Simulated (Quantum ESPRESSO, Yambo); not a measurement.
An input for Yambo 5.3.0 (WSe2 (P6_3/mmc)):

```
HF_and_locXC
gw0
dyson
ppa
em1d
rim_cut
RandQpts= 1000000
RandGvec= 1 RL
EXXRLvcs= 104 Ry
VXCRLvcs= 416 Ry
Chimod= "HARTREE"
% BndsRnXp
 1 | 153 |
%
NGsBlkXp= 5.5 Ry
% LongDrXp
 1 | 1 | 1 |
%
% GbndRnge
 1 | 153 |
%
DysSolver= "n"
ExtendOut
PPAPntXp= 27.21138 eV
% QPkrange
 1 | 1 | 61 | 64 |
 5 | 5 | 61 | 64 |
 7 | 7 | 61 | 64 |
%
```

The database entry behind the starting cell differs from later determinations by our own check (a about 0.2 % long), so it need not match the best structure at ambient conditions.

```sh
OMP_NUM_THREADS=2 mpirun -n 4 yambo -F gw8.in -J gw8 -C gw8 > gw8.log
```

The stored states that it reads are on a 6×6×1 mesh. The structure is hexagonal, space group P6_3/mmc (No. 194). The conventional cell has a = 3.290 Å, b = 3.290 Å, c = 12.970 Å, α = 90.00°, β = 90.00°, γ = 120.00°. Nearest to W lie 6 Se at 2.53 Å. Nearest to Se lie 3 W at 2.53 Å. Farther neighbours and most contacts between anions are not listed.

How long will it take on 4 MPI ranks of AMD EPYC 7R43, shared host, and how much memory?

It took 7.9 min; on shared hardware allow 4 min to 16 min. Peak host memory was 6.3 GiB.

The screening grows as filled bands × empty bands × pairs of k points, times the square of the screening basis for the matrix.

[Paths, hosts, dates, memory and timing lines, banners, echoed tables and standing remarks are left out of the program output.]

[Logs are printed without paths, hosts, clocks, repeated set-up lines and the standing remarks that a program may print on its own settings, such as how far it seeks lower states.]

[Runs of the session that timed out or met a known fault of the program may be left out.]

[Hosts, paths, dates, database ids (printed as entryN), source tags and the programs' standing remarks are cut or masked in the printed files.]
